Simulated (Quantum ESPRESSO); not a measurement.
# Li: valence-band photoemission, part 9 of 10

Wanted: projected DOS of Li, weighted into photoemission and X-ray emission spectra, at several levels of theory.

Quantum ESPRESSO 7.5; DFT, PBE, plane waves, ultrasoft GBRV pseudopotentials, scalar-relativistic (the session's first sound run).

So far. Step 9 (With LDA: bands): Of the bands kept, 1 crosses the Fermi level on this path. Step 10 (Other settings: self-consistent run: ecutrho = 480.0 …): Against step 2 (now other density grid and other solver), the free energy stays within 0.05 meV an atom and the pressure goes from -0.806 GPa to -0.777 GPa.

## 12. Projected DOS and spectra: ecutrho = 480.0 and diagonalization = "rmm-davidson"

Level of this step: DFT, PBE, plane waves, ultrasoft GBRV pseudopotentials, scalar-relativistic; changed: ecutrho = 480.0, diagonalization = "rmm-davidson" (Quantum ESPRESSO).

projwfc.x splits the states by atom and shell, which the spectra need, since each shell has its own cross section.

Input file projwfc.in:

```
&projwfc
  prefix = 'pes'
  outdir = './tmp'
  filpdos = 'pes'
  ngauss = 0
  degauss = 0.00735
  DeltaE = 0.05
  Emin = -27.25
  Emax = 12.75
/
```

The run is started by

```console
$ OMP_NUM_THREADS=1 mpirun -n 4 projwfc.x -nk 4 -in projwfc.in > projwfc.out
```

Output:

```text
[banner, memory and clock lines left out]
Program PROJWFC v.7.5 starts

          URL

     ./tmp/pes.save/

     IMPORTANT: XC functional enforced from input :
     Exchange-correlation= PBE
                           (   1   4   3   4   0   0   0)
     Any further DFT definition will be discarded
     Please, verify this is what you really want

     G-vector sticks info

     Gaussian broadening (read from input): ngauss,degauss=   0    0.007350

     Calling projwave ....

  Problem Sizes
  natomwfc =            5
  nbnd     =           10
  nkstot   =          413
  npwx     =          639
  nkb      =            9

     Atomic states used for projection
     (read from pseudopotential files):

     state #   1: atom   1 (Li ), wfc  1 (l=0 m= 1)
     state #   2: atom   1 (Li ), wfc  2 (l=0 m= 1)
     state #   3: atom   1 (Li ), wfc  3 (l=1 m= 1)
     state #   4: atom   1 (Li ), wfc  3 (l=1 m= 2)
     state #   5: atom   1 (Li ), wfc  3 (l=1 m= 3)

 k =   0.0000000000  0.0000000000  0.0000000000
==== e(   1) =   -45.87659 eV ====
     psi = 0.967*[#   1]+0.033*[#   2]
    |psi|^2 = 1.000
==== e(   2) =    -2.74004 eV ====
     psi = 0.967*[#   2]+0.033*[#   1]
    |psi|^2 = 1.000
==== e(   3) =    14.70041 eV ====
     psi = 0.312*[#   3]+0.312*[#   4]+0.312*[#   5]
    |psi|^2 = 0.937
==== e(   4) =    14.70041 eV ====
     psi = 0.312*[#   3]+0.312*[#   4]+0.312*[#   5]
    |psi|^2 = 0.937
==== e(   5) =    14.70041 eV ====
     psi = 0.312*[#   3]+0.312*[#   4]+0.312*[#   5]
    |psi|^2 = 0.937
==== e(   6) =    19.35324 eV ====

    |psi|^2 = 0.000
==== e(   7) =    19.35324 eV ====

    |psi|^2 = 0.000
==== e(   8) =    19.35324 eV ====

    |psi|^2 = 0.000
==== e(   9) =    20.28945 eV ====

    |psi|^2 = 0.000
==== e(  10) =    20.28945 eV ====

    |psi|^2 = 0.000

 k =   0.0360843918  0.0360843918  0.0000000000
==== e(   1) =   -45.87634 eV ====
     psi = 0.965*[#   1]+0.029*[#   2]+0.002*[#   3]+0.002*[#   4]+0.002*[#   5]

    |psi|^2 = 1.000
==== e(   2) =    -2.70790 eV ====
     psi = 0.926*[#   2]+0.034*[#   1]+0.013*[#   3]+0.013*[#   4]+0.013*[#   5]

    |psi|^2 = 1.000
==== e(   3) =    14.49085 eV ====
     psi = 0.298*[#   3]+0.298*[#   4]+0.298*[#   5]+0.041*[#   2]+0.001*[#   1]

    |psi|^2 = 0.938
==== e(   4) =    14.53259 eV ====
     psi = 0.313*[#   3]+0.313*[#   4]+0.313*[#   5]
    |psi|^2 = 0.938
==== e(   5) =    14.64615 eV ====
     psi = 0.313*[#   3]+0.313*[#   4]+0.313*[#   5]
    |psi|^2 = 0.938
==== e(   6) =    18.73508 eV ====
     psi = 0.002*[#   3]+0.002*[#   4]+0.002*[#   5]
    |psi|^2 = 0.006
[...]
psi = 0.001*[#   3]+0.001*[#   4]+0.001*[#   5]
[...]
k =   0.0721687836  0.0721687836  0.0000000000
[...]
psi = 0.960*[#   1]+0.021*[#   2]+0.006*[#   3]+0.006*[#   4]+0.006*[#   5]

[...]
psi = 0.822*[#   2]+0.048*[#   3]+0.048*[#   4]+0.048*[#   5]+0.035*[#   1]

[...]
psi = 0.259*[#   3]+0.259*[#   4]+0.259*[#   5]+0.145*[#   2]+0.005*[#   1]

[...]
psi = 0.315*[#   3]+0.315*[#   4]+0.315*[#   5]
[...]
psi = 0.313*[#   3]+0.313*[#   4]+0.313*[#   5]
[...]
psi = 0.008*[#   3]+0.008*[#   4]+0.008*[#   5]+0.005*[#   2]
[...]
psi = 0.001*[#   3]+0.001*[#   4]+0.001*[#   5]
[...]
psi = 0.003*[#   3]+0.003*[#   4]+0.003*[#   5]
[...]
k =   0.1082531755  0.1082531755  0.0000000000
[...]
psi = 0.955*[#   1]+0.011*[#   2]+0.011*[#   3]+0.011*[#   4]+0.011*[#   5]

[...]
psi = 0.690*[#   2]+0.091*[#   3]+0.091*[#   4]+0.091*[#   5]+0.036*[#   1]

[...]
psi = 0.268*[#   2]+0.210*[#   3]+0.210*[#   4]+0.210*[#   5]+0.009*[#   1]

[...]
psi = 0.319*[#   3]+0.319*[#   4]+0.319*[#   5]
[...]
psi = 0.314*[#   3]+0.314*[#   4]+0.314*[#   5]
[...]
psi = 0.020*[#   2]+0.014*[#   3]+0.014*[#   4]+0.014*[#   5]
[...]
psi = 0.003*[#   3]+0.003*[#   4]+0.003*[#   5]
[...]
psi = 0.002*[#   2]+0.001*[#   3]+0.001*[#   4]+0.001*[#   5]
[...]
psi = 0.003*[#   3]+0.003*[#   4]+0.003*[#   5]
[...]
k =   0.1443375673  0.1443375673  0.0000000000
[...]
psi = 0.951*[#   1]+0.015*[#   3]+0.015*[#   4]+0.015*[#   5]+0.005*[#   2]

[...]
psi = 0.561*[#   2]+0.134*[#   3]+0.134*[#   4]+0.134*[#   5]+0.036*[#   1]

[...]
psi = 0.385*[#   2]+0.166*[#   3]+0.166*[#   4]+0.166*[#   5]+0.012*[#   1]

[...]
psi = 0.323*[#   3]+0.323*[#   4]+0.323*[#   5]
[...]
psi = 0.038*[#   2]+0.014*[#   3]+0.014*[#   4]+0.014*[#   5]
[...]
psi = 0.003*[#   2]+0.001*[#   3]+0.001*[#   4]+0.001*[#   5]
[...]
k =   0.1804219591  0.1804219591  0.0000000000
[...]
psi = 0.949*[#   1]+0.017*[#   3]+0.017*[#   4]+0.017*[#   5]+0.001*[#   2]

[...]
psi = 0.447*[#   2]+0.172*[#   3]+0.172*[#   4]+0.172*[#   5]+0.035*[#   1]

[...]
psi = 0.490*[#   2]+0.131*[#   3]+0.131*[#   4]+0.131*[#   5]+0.014*[#   1]

[...]
psi = 0.050*[#   2]+0.011*[#   3]+0.011*[#   4]+0.011*[#   5]+0.001*[#   1]

[...]
psi = 0.004*[#   2]
[...]
k =   0.2165063509  0.2165063509  0.0000000000
[...]
psi = 0.950*[#   1]+0.017*[#   3]+0.017*[#   4]+0.017*[#   5]
[...]
psi = 0.004*[#   2]
[...]
k =   0.2525907428  0.2525907428  0.0000000000
[...]
psi = 0.954*[#   1]+0.015*[#   3]+0.015*[#   4]+0.015*[#   5]
[...]
psi = 0.050*[#   2]+0.004*[#   3]+0.004*[#   4]+0.004*[#   5]
[...]
psi = 0.004*[#   2]
[...]
k =   0.2886751346  0.2886751346  0.0000000000
[...]
psi = 0.043*[#   2]+0.002*[#   3]+0.002*[#   4]+0.002*[#   5]
[...]
psi = 0.003*[#   2]
[...]
psi = 0.001*[#   2]
[...]
k =   0.3247595264  0.3247595264  0.0000000000
[...]
psi = 0.034*[#   2]
[...]
psi = 0.001*[#   2]
[...]
psi = 0.002*[#   2]
[...]
k =   0.3608439182  0.3608439182  0.0000000000
[...]
psi = 0.026*[#   2]
[...]
k =   0.3969283101  0.3969283101  0.0000000000
[...]
psi = 0.021*[#   2]
[...]
k =  -0.4330127019 -0.4330127019  0.0000000000
[...]
psi = 0.997*[#   1]+0.003*[#   2]
[...]
psi = 0.974*[#   2]+0.003*[#   1]
[...]
psi = 0.020*[#   2]
[...]
k =   0.0721687836  0.0360843918  0.0360843918
[...]
psi = 0.308*[#   3]+0.308*[#   4]+0.308*[#   5]+0.013*[#   2]
[...]
k =   0.1082531755  0.0721687836  0.0360843918
[...]
psi = 0.305*[#   3]+0.305*[#   4]+0.305*[#   5]+0.017*[#   2]
[...]
psi = 0.306*[#   3]+0.306*[#   4]+0.306*[#   5]+0.013*[#   2]
[...]
psi = 0.015*[#   3]+0.015*[#   4]+0.015*[#   5]+0.004*[#   2]
[...]
psi = 0.006*[#   3]+0.006*[#   4]+0.006*[#   5]+0.003*[#   2]
[...]
psi = 0.002*[#   3]+0.002*[#   4]+0.002*[#   5]+0.001*[#   2]
[...]
k =   0.1443375673  0.1082531755  0.0360843918
[...]
psi = 0.304*[#   3]+0.304*[#   4]+0.304*[#   5]+0.011*[#   2]
[...]
psi = 0.002*[#   2]
[...]
psi = 0.003*[#   2]
[...]
psi = 0.002*[#   2]
[...]
psi = 0.001*[#   2]
[...]
psi = 0.002*[#   2]
[...]
psi = 0.995*[#   1]+0.003*[#   2]
[...]
psi = 0.995*[#   1]+0.004*[#   2]
[...]
psi = 0.992*[#   1]+0.005*[#   2]
[...]
psi = 0.992*[#   1]+0.006*[#   2]
[...]
psi = 0.990*[#   1]+0.008*[#   2]
[...]
psi = 0.990*[#   1]+0.009*[#   2]
[...]
psi = 0.990*[#   1]+0.009*[#   2]
[...]
psi = 0.996*[#   1]+0.004*[#   2]
[...]
psi = 0.994*[#   1]+0.004*[#   2]
[...]
==== e(   2)
[... cut ...]
01*[#   3]+0.001*[#   4]+0.001*[#   5]

[...]
psi = 0.984*[#   1]+0.014*[#   2]
[...]
psi = 0.984*[#   1]+0.014*[#   2]
[...]
psi = 0.991*[#   1]+0.008*[#   2]
[...]
psi = 0.991*[#   1]+0.009*[#   2]
[...]
psi = 0.991*[#   1]+0.009*[#   2]
[...]
psi = 0.014*[#   2]+0.009*[#   3]+0.009*[#   4]+0.009*[#   5]
[...]
k =   0.0360843918 -0.0360843918  0.4330127019
[...]
psi = 0.003*[#   2]
[...]
k =  -0.0000000000 -0.1082531755  0.4690970937
[...]
psi = 0.008*[#   2]
[...]
k =   0.0360843918 -0.0721687836  0.4690970937
[...]
psi = 0.284*[#   3]+0.284*[#   4]+0.284*[#   5]+0.055*[#   2]
[...]
psi = 0.002*[#   3]+0.002*[#   4]+0.002*[#   5]
[...]
psi = 0.005*[#   2]
[...]
psi = 0.002*[#   2]+0.001*[#   3]+0.001*[#   4]+0.001*[#   5]
[...]
k =  -0.0000000000 -0.1443375673  0.5051814855
[...]
psi = 0.327*[#   3]+0.327*[#   4]+0.327*[#   5]
[...]
psi = 0.003*[#   2]+0.002*[#   3]+0.002*[#   4]+0.002*[#   5]
[...]
psi = 0.003*[#   3]+0.003*[#   4]+0.003*[#   5]
[...]
psi = 0.009*[#   2]
[...]
k =   0.0360843918 -0.1082531755  0.5051814855
[...]
psi = 0.004*[#   2]+0.002*[#   3]+0.002*[#   4]+0.002*[#   5]
[...]
psi = 0.004*[#   2]+0.002*[#   3]+0.002*[#   4]+0.002*[#   5]
[...]
psi = 0.004*[#   2]
[...]
k =   0.0721687836 -0.0721687836  0.5051814855
[...]
psi = 0.299*[#   3]+0.299*[#   4]+0.299*[#   5]
[...]
psi = 0.031*[#   3]+0.031*[#   4]+0.031*[#   5]
[...]
psi = 0.005*[#   2]+0.002*[#   3]+0.002*[#   4]+0.002*[#   5]
[...]
psi = 0.009*[#   2]
[...]
psi = 0.001*[#   3]+0.001*[#   4]+0.001*[#   5]
[...]
psi = 0.002*[#   2]
[...]
k =   0.0000000000 -0.1804219591  0.5412658774
[...]
psi = 0.291*[#   2]+0.218*[#   3]+0.218*[#   4]+0.218*[#   5]+0.002*[#   1]

[...]
psi = 0.327*[#   3]+0.327*[#   4]+0.327*[#   5]
[...]
psi = 0.409*[#   2]+0.041*[#   3]+0.041*[#   4]+0.041*[#   5]+0.010*[#   1]

[...]
psi = 0.177*[#   2]+0.091*[#   3]+0.091*[#   4]+0.091*[#   5]+0.006*[#   1]

[...]
psi = 0.007*[#   2]+0.003*[#   3]+0.003*[#   4]+0.003*[#   5]
[...]
==== e(   8) =    18.73021 eV ====
     psi = 0.003*[#   3]+0.003*[#   4]+0.003*[#   5]
    |psi|^2 = 0.009
==== e(   9) =    22.27286 eV ====
     psi = 0.009*[#   2]
    |psi|^2 = 0.009
==== e(  10) =    28.72702 eV ====

    |psi|^2 = 0.002

 k =   0.0360843918 -0.1443375673  0.5412658774
==== e(   1) =   -45.85848 eV ====
     psi = 0.974*[#   1]+0.011*[#   2]+0.005*[#   3]+0.005*[#   4]+0.005*[#   5]

    |psi|^2 = 1.000
==== e(   2) =     1.18218 eV ====
     psi = 0.298*[#   3]+0.298*[#   4]+0.298*[#   5]+0.096*[#   2]+0.007*[#   1]

    |psi|^2 = 0.999
==== e(   3) =     5.79710 eV ====
     psi = 0.247*[#   3]+0.247*[#   4]+0.247*[#   5]+0.186*[#   2]+0.002*[#   1]

    |psi|^2 = 0.928
==== e(   4) =     7.88042 eV ====
     psi = 0.304*[#   3]+0.304*[#   4]+0.304*[#   5]+0.069*[#   2]+0.001*[#   1]

    |psi|^2 = 0.983
==== e(   5) =    11.67329 eV ====
     psi = 0.278*[#   2]+0.027*[#   3]+0.027*[#   4]+0.027*[#   5]+0.006*[#   1]

    |psi|^2 = 0.366
```

Wall time 1.5 s (4 MPI ranks of Intel Xeon 6975P-C (Granite Rapids), shared host).

This step gave:

```yaml
share_of_occupied_states_in_no_projected_shell: 9.00e-4 of the occupied states in the window
dos_at_the_fermi_level: 0.4445 states/eV/cell
```

## 13. Other settings: self-consistent run

This step: DFT, PBE, plane waves, ultrasoft GBRV pseudopotentials, scalar-relativistic; changed: ecutrho = 240.0, mixing_beta = 0.2, mixing_mode = "local-TF" (Quantum ESPRESSO 7.5).

Some settings are changed to see whether the read-outs move.

Input file scf.in:

```
&control
  calculation = 'scf'
  prefix = 'pes'
  outdir = './tmp'
  pseudo_dir = './pp'
  tprnfor = .true.
  tstress = .true.
/
&system
  ibrav = 0
  nat = 1
  ntyp = 1
  ecutwfc = 40.0
  ecutrho = 240.0
  occupations = 'smearing'
  nbnd = 10
  smearing = 'fd'
  degauss = 0.00367
/
&electrons
  conv_thr = 6e-09
  mixing_beta = 0.2
  electron_maxstep = 120
  mixing_mode = 'local-TF'
  mixing_ndim = 12
/
ATOMIC_SPECIES
Li 6.9400 li_pbe_v1.4.uspp.F.UPF
CELL_PARAMETERS angstrom
 -1.754650000 1.754650000 1.754650000
 1.754650000 -1.754650000 1.754650000
 1.754650000 1.754650000 -1.754650000
ATOMIC_POSITIONS crystal
Li 0.000000000 0.000000000 0.000000000
K_POINTS automatic
16 16 16 0 0 0
```

The run is started by

```console
$ OMP_NUM_THREADS=1 mpirun -n 4 pw.x -nk 4 -in scf.in > scf.out
```

Output:

```text
[banner, memory and clock lines left out]
Program PWSCF v.7.5 starts

          URL

     Message from routine setup:
     using ibrav=0 with symmetry is DISCOURAGED, use correct ibrav instead

     G-vector sticks info

     bravais-lattice index     =            0
     lattice parameter (alat)  =       5.7431  a.u.
     unit-cell volume          =     145.8237 (a.u.)^3
     number of atoms/cell      =            1
     number of atomic types    =            1
     number of electrons       =         3.00
     number of Kohn-Sham states=           10
     kinetic-energy cutoff     =      40.0000  Ry
     charge density cutoff     =     240.0000  Ry
     scf convergence threshold =      6.0E-09
     mixing beta               =       0.2000
     number of iterations used =           12  local-TF  mixing
     Exchange-correlation=  SLA  PW   PBX  PBC
                           (   1   4   3   4   0   0   0)

     celldm(1)=   5.743148  celldm(2)=   0.000000  celldm(3)=   0.000000
     celldm(4)=   0.000000  celldm(5)=   0.000000  celldm(6)=   0.000000

     crystal axes: (cart. coord. in units of alat)
               a(1) = (  -0.577350   0.577350   0.577350 )
               a(2) = (   0.577350  -0.577350   0.577350 )
               a(3) = (   0.577350   0.577350  -0.577350 )

     reciprocal axes: (cart. coord. in units 2 pi/alat)
               b(1) = ( -0.000000  0.866025  0.866025 )
               b(2) = (  0.866025 -0.000000  0.866025 )
               b(3) = (  0.866025  0.866025  0.000000 )

     PseudoPot. # 1 for Li read from file:
     ./pp/li_pbe_v1.4.uspp.F.UPF
     Pseudo is Ultrasoft, Zval =  3.0
     Generated by new atomic code, or converted to UPF format
     Using radial grid of  751 points,  5 beta functions with:
                l(1) =   0
                l(2) =   0
                l(3) =   0
                l(4) =   1
                l(5) =   1
     Q(r) pseudized with 10 coefficients,  rinner =    1.150   1.150   1.150

     atomic species   valence    mass     pseudopotential
     Li                3.00     6.94000     Li( 1.00)

     48 Sym. Ops., with inversion, found

   Cartesian axes

     site n.     atom                  positions (alat units)
         1        Li     tau(   1) = (   0.0000000   0.0000000   0.0000000  )

     number of k points=   145  Fermi-Dirac smearing, width (Ry)=  0.0037

     Number of k-points >= 100: set verbosity='high' to print them.

     Dense  grid:     9189 G-vectors     FFT dimensions: (  30,  30,  30)

     Smooth grid:     5017 G-vectors     FFT dimensions: (  24,  24,  24)

     Initial potential from superposition of free atoms

     starting charge       2.5493, renormalised to       3.0000
     Starting wfcs are    5 randomized atomic wfcs +    5 random wfcs

     per-process dynamical memory:    13.9 Mb

     Self-consistent Calculation

     iteration #  1     ecut=    40.00 Ry     beta= 0.20
     Davidson diagonalization with overlap
     ethr =  1.00E-02,  avg # of iterations =  7.0

     total energy              =     -14.55933638 Ry
     estimated scf accuracy    <       0.16654043 Ry

     iteration #  2     ecut=    40.00 Ry     beta= 0.20
     Davidson diagonalization with overlap
     ethr =  5.55E-03,  avg # of iterations =  1.0

     total energy              =     -14.46034121 Ry
     estimated scf accuracy    <       0.12765397 Ry

     iteration #  3     ecut=    40.00 Ry     beta= 0.20
     Davidson diagonalization with overlap
     ethr =  4.26E-03,  avg # of iterations =  1.0

     total energy              =     -14.47276630 Ry
     estimated scf accuracy    <       0.00360962 Ry

     iteration #  4     ecut=    40.00 Ry     beta= 0.20
     Davidson diagonalization with overlap
     ethr =  1.20E-04,  avg # of iterations =  3.2

     total energy              =     -14.47174451 Ry
     estimated scf accuracy    <       0.00198441 Ry

     iteration #  5     ecut=    40.00 Ry     beta= 0.20
     Davidson diagonalization with overlap
     ethr =  6.61E-05,  avg # of iterations =  1.2

     total energy              =     -14.47192604 Ry
     estimated scf accuracy    <       0.00001429 Ry

     iteration #  6     ecut=    40.00 Ry     beta= 0.20
     Davidson diagonalization with overlap
     ethr =  4.76E-07,  avg # of iterations =  5.1

     total energy              =     -14.47193723 Ry
     estimated scf accuracy    <       0.00001927 Ry

     iteration #  7     ecut=    40.00 Ry     beta= 0.20
     Davidson diagonalization with overlap
     ethr =  4.76E-07,  avg # of iterations =  1.0

     total energy              =     -14.47193819 Ry
     estimated scf accuracy    <       0.00000045 Ry

     iteration #  8     ecut=    40.00 Ry     beta= 0.20
     Davidson diagonalization with overlap
     ethr =  1.51E-08,  avg # of iterations =  1.2

     total energy              =     -14.47193817 Ry
     estimated scf accuracy    <       0.00000015 Ry

     iteration #  9     ecut=    40.00 Ry     beta= 0.20
     Davidson diagonalization with overlap
     ethr =  4.94E-09,  avg # of iterations =  1.0

     total energy              =     -14.47193819 Ry
     estimated scf accuracy    <       0.00000001 Ry

     iteration # 10     ecut=    40.00 Ry     beta= 0.20
     Davidson diagonalization with overlap
     ethr =  3.58E-10,  avg # of iterations =  1.3

     total energy              =     -14.47193820 Ry
     estimated scf accuracy    <       0.00000001 Ry

     iteration # 11     ecut=    40.00 Ry     beta= 0.20
     Davidson diagonalization with overlap
     ethr =  3.58E-10,  avg # of iterations =  2.0

     total energy              =     -14.47193819 Ry
     estimated scf accuracy    <       0.00000002 Ry

     iteration # 12     ecut=    40.00 Ry     beta= 0.20
     Davidson diagonalization with overlap
     ethr =  3.58E-10,  avg # of iterations =  1.0

     End of self-consistent calculation

     Number of k-points >= 100: set verbosity='high' to print the bands.

     the Fermi energy is     0.7365 ev

!    total energy              =     -14.47193820 Ry
     estimated scf accuracy    <          9.1E-11 Ry
     smearing contrib. (-TS)   =      -0.00031532 Ry
     internal energy E=F+TS    =     -14.47162287 Ry

     The total energy is F=E-TS. E is the sum of the following terms:
     one-electron contribution =      -9.87243351 Ry
     hartree contribution      =       3.70789941 Ry
     xc contribution           =      -3.36815660 Ry
     ewald contribution        =      -4.93893217 Ry

     convergence has been achieved in  12 iterations

     Forces acting on atoms (cartesian axes, Ry/au):

     atom    1 type  1   force =     0.00000000    0.00000000    0.00000000

     Total force =     0.000000     Total SCF correction =     0.000000

     Computing stress (Cartesian axis) and pressure

          total   stress  (Ry/bohr**3)                   (kbar)     P=       -7.99
  -0.00005434   0.00000000   0.00000000           -7.99        0.00        0.00
   0.00000000  -0.00005434   0.00000000            0.00       -7.99        0.00
   0.00000000   0.00000000  -0.00005434            0.00        0.00       -7.99

     XML data file, charge density, pseudopotentials, collected wavefunctions

                                        0.00s GPU  (    1471 calls)
```

The job ended after 6.2 s (4 MPI ranks; 23 s of CPU time).

Numbers from this step:

```yaml
fermi_energy: 0.7365 eV
pressure: -0.799 GPa
```

Against step 2 (now other density grid and other mixing), the free energy stays within 0.05 meV an atom.

(Continued in part 10 of 10.)

[Logs are printed without paths, hosts, clocks, repeated set-up lines and the standing remarks that a program may print on its own settings, such as how far it seeks lower states.]

[Hosts, paths, dates, database ids (printed as entryN), source tags and the programs' standing remarks are cut or masked in the printed files.]

[Maps of the electrostatic potential energy from Ansatz leave out the sawtooth potential of an applied field or a dipole correction, so their vacuum need not be flat; work functions include it.]

[Peak lists hold at most the 14 tallest peaks of each spectrum; further lines can be left out.]
